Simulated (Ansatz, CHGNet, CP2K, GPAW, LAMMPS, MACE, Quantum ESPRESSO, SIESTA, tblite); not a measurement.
**Glassy 25SiO2-50B2O3-12CaO-12Na2O (mol %) (62 atoms): forces by two methods**

62 atoms (4 Si, 16 B, 2 Ca, 4 Na, 36 O) placed at random at 2.2 g/cm³, melted at 3000 K for 20 ps at fixed volume with the Buckingham and Coulomb pair potential of Guillot and Sator (Geochim. Cosmochim. Acta 71, 1249 (2007)) with the boron terms of Wang et al. (J. Non-Cryst. Solids 498, 294 (2018)). Quenched from 3000 K to 300 K at 20 K/ps and fixed volume, held 10 ps at zero pressure.

Two calculations on one geometry. First: Kohn-Sham DFT, PBE, PAW, atomic orbitals (dzp); LCAO dzp; h 0.18 Å; other mixer settings; levels smeared at 580 K (GPAW 26.7.0; Γ point). Second: Kohn-Sham DFT, PBE, SSSP efficiency 1.3.0 pseudopotentials, plane waves; sssp-1.3.0-efficiency; 60/480 Ry; levels smeared at 580 K (Quantum ESPRESSO 7.5; sssp-pbe-1.3.0-efficiency, cutoffs 60/480 Ry, Γ point).

Cell vectors (Å):

```
8.940 0.000 0.000
0.000 8.940 0.000
0.000 0.000 8.940
```

Atom, position (Å) and force of the first calculation (eV/Å):

```
1 Si 4.019 4.117 4.748 -1.465 0.821 -1.179
2 Si 8.771 8.307 6.683 -1.248 -0.476 -1.331
3 Si 1.095 4.063 0.861 1.888 -0.622 1.275
4 Si 5.538 2.666 8.165 0.724 -0.059 -0.026
5 B 3.867 6.275 2.921 0.569 0.756 0.198
6 B 6.107 6.116 1.409 -2.994 -0.252 2.892
7 B 8.744 5.405 5.610 -1.756 0.607 -1.470
8 B 0.287 2.435 3.233 0.775 0.356 1.079
9 B 8.328 6.208 2.910 2.426 0.217 2.451
10 B 4.057 1.921 2.953 -0.476 -1.130 -0.456
11 B 5.291 8.568 3.906 -0.126 0.159 1.098
12 B 3.199 2.243 0.669 -2.267 -0.852 0.726
13 B 7.775 0.359 4.072 -0.689 -1.081 0.953
14 B 8.356 2.312 8.864 0.169 -1.898 -0.991
15 B 1.470 7.011 1.520 -1.069 0.230 0.780
16 B 1.520 3.441 5.387 0.338 2.044 -0.648
17 B 1.382 0.399 8.697 0.172 0.339 1.226
18 B 6.136 5.100 6.566 0.343 0.740 0.457
19 B 5.005 0.563 6.593 2.020 -2.370 -2.554
20 B 6.129 7.545 7.928 0.837 -0.453 -3.892
21 Ca 4.006 8.536 0.995 -0.786 0.547 0.599
22 Ca 8.081 5.685 8.313 0.077 0.381 -0.677
23 Na 2.218 7.322 4.840 0.029 -0.140 -0.369
24 Na 3.910 5.517 8.407 -0.145 -0.500 0.184
25 Na 7.524 8.712 1.165 0.732 0.504 0.313
26 Na 6.704 3.895 3.817 0.350 0.143 0.033
27 O 4.890 5.664 1.993 1.920 -0.488 -1.403
28 O 8.293 0.177 5.328 0.539 0.815 0.194
29 O 5.058 1.893 6.831 -0.946 0.576 -1.093
30 O 5.916 6.465 7.014 -0.659 -0.362 -0.257
31 O 0.283 1.283 0.227 -2.108 0.430 0.359
32 O 4.752 0.707 3.036 -0.509 1.152 -1.550
33 O 5.131 0.022 5.318 -0.789 0.508 1.524
34 O 0.997 2.633 4.414 -0.474 -0.619 -0.232
35 O 4.555 7.382 3.593 -0.273 -0.304 0.335
36 O 2.904 3.382 5.664 -1.171 -0.716 0.999
37 O 0.060 6.762 6.158 1.708 -0.364 0.419
38 O 2.762 6.882 2.122 0.836 0.706 -0.578
39 O 3.291 5.302 3.833 -0.313 0.088 0.622
40 O 4.525 3.014 3.651 1.230 -0.515 -0.203
41 O 7.508 4.874 6.202 0.497 -1.218 0.592
42 O 7.543 8.067 7.740 -0.141 -0.027 2.338
43 O 1.424 8.072 0.553 0.215 -0.673 -0.143
44 O 6.999 2.065 8.581 2.381 -0.772 1.144
45 O 1.053 5.700 0.896 -0.320 -1.622 -1.919
46 O 8.893 3.589 8.726 -1.567 1.057 -1.244
47 O 2.936 1.957 2.095 1.445 -0.328 1.889
48 O 2.632 1.069 8.910 1.773 -0.032 -1.395
49 O 2.493 3.448 0.334 0.290 2.020 -0.756
50 O 5.276 4.718 5.515 -0.205 -0.187 -0.948
51 O 0.343 7.139 2.559 -0.142 0.963 0.208
52 O 5.967 6.953 0.329 -0.031 1.134 0.977
53 O 8.251 1.401 3.281 0.149 1.301 -1.763
54 O 7.340 5.856 1.971 -0.459 -1.019 -0.855
55 O 0.874 4.533 5.952 1.141 -0.920 0.297
56 O 6.772 8.443 3.606 0.528 0.495 -0.775
57 O 8.527 5.520 4.124 -1.173 -0.154 -1.789
58 O 4.618 2.360 0.519 0.613 -0.112 0.225
59 O 5.773 4.216 7.793 0.028 1.647 0.768
60 O 1.160 0.062 7.292 0.185 -0.170 -0.926
61 O 5.236 8.625 7.666 -1.645 0.284 2.422
62 O 0.444 3.351 2.180 -1.101 -1.250 2.274
```

**Question.** What forces does the second calculation give?

Atom and force (eV/Å):

```
1 -1.251 0.768 -1.190
2 -1.234 -0.638 -1.376
3 1.656 -0.604 1.043
4 0.861 -0.006 0.051
5 0.467 0.814 0.195
6 -2.974 -0.145 2.700
7 -1.662 0.580 -1.297
8 0.756 0.423 1.050
9 2.473 0.200 2.349
10 -0.316 -1.105 -0.419
11 -0.275 0.044 1.022
12 -2.177 -0.776 0.662
13 -0.606 -1.087 1.008
14 0.189 -1.854 -1.033
15 -0.921 0.257 0.644
16 0.428 2.010 -0.585
17 0.337 0.259 1.172
18 0.258 0.710 0.264
19 2.085 -2.259 -2.500
20 0.718 -0.468 -3.780
21 -0.846 0.574 0.581
22 0.105 0.315 -0.712
23 0.045 -0.135 -0.343
24 -0.174 -0.489 0.181
25 0.728 0.509 0.319
26 0.336 0.129 0.016
27 2.124 -0.174 -1.421
28 0.450 0.455 0.230
29 -0.663 0.311 -0.537
30 -0.521 -0.473 -0.079
31 -2.147 0.631 0.140
32 -0.659 1.217 -1.299
33 -0.818 0.705 1.568
34 -0.502 -0.246 -0.345
35 -0.204 -0.301 0.296
36 -1.129 -0.225 0.433
37 1.494 0.054 0.600
38 0.662 0.582 -0.563
39 0.136 -0.143 0.732
40 0.767 -0.448 0.009
41 0.442 -0.814 0.672
42 0.194 0.059 1.729
43 0.146 -0.603 -0.051
44 2.155 -0.270 1.034
45 -0.249 -2.069 -1.769
46 -1.331 0.812 -0.689
47 1.750 -0.244 1.910
48 1.569 -0.049 -1.177
49 -0.101 1.940 -0.396
50 -0.563 -0.319 -0.960
51 -0.379 0.585 0.117
52 0.147 0.909 1.052
53 0.375 1.263 -1.501
54 -0.521 -0.687 -0.747
55 1.001 -1.025 -0.130
56 0.610 0.897 -0.464
57 -1.243 0.055 -1.818
58 0.556 -0.005 -0.513
59 -0.027 0.855 0.680
60 -0.428 -0.373 -0.759
61 -1.414 0.358 2.046
62 -0.685 -1.250 1.947
```

The two sets differ by 216 meV/Å r.m.s., 21 % of the r.m.s. force of the Quantum ESPRESSO run. The network of bonds at the start is that of the classical potential that made the cell, and needn't be the one that DFT or experiment would give. The electronic-structure runs sample only Γ, in a cell whose shortest periodic width is 9 Å.

[Long decimals in the printed logs are rounded to 6 places.]

[Logs are printed without paths, hosts, clocks, repeated set-up lines and the standing remarks that a program may print on its own settings, such as how far it seeks lower states.]

[Hosts, paths, dates, database ids (printed as entryN), source tags and the programs' standing remarks are cut or masked in the printed files.]
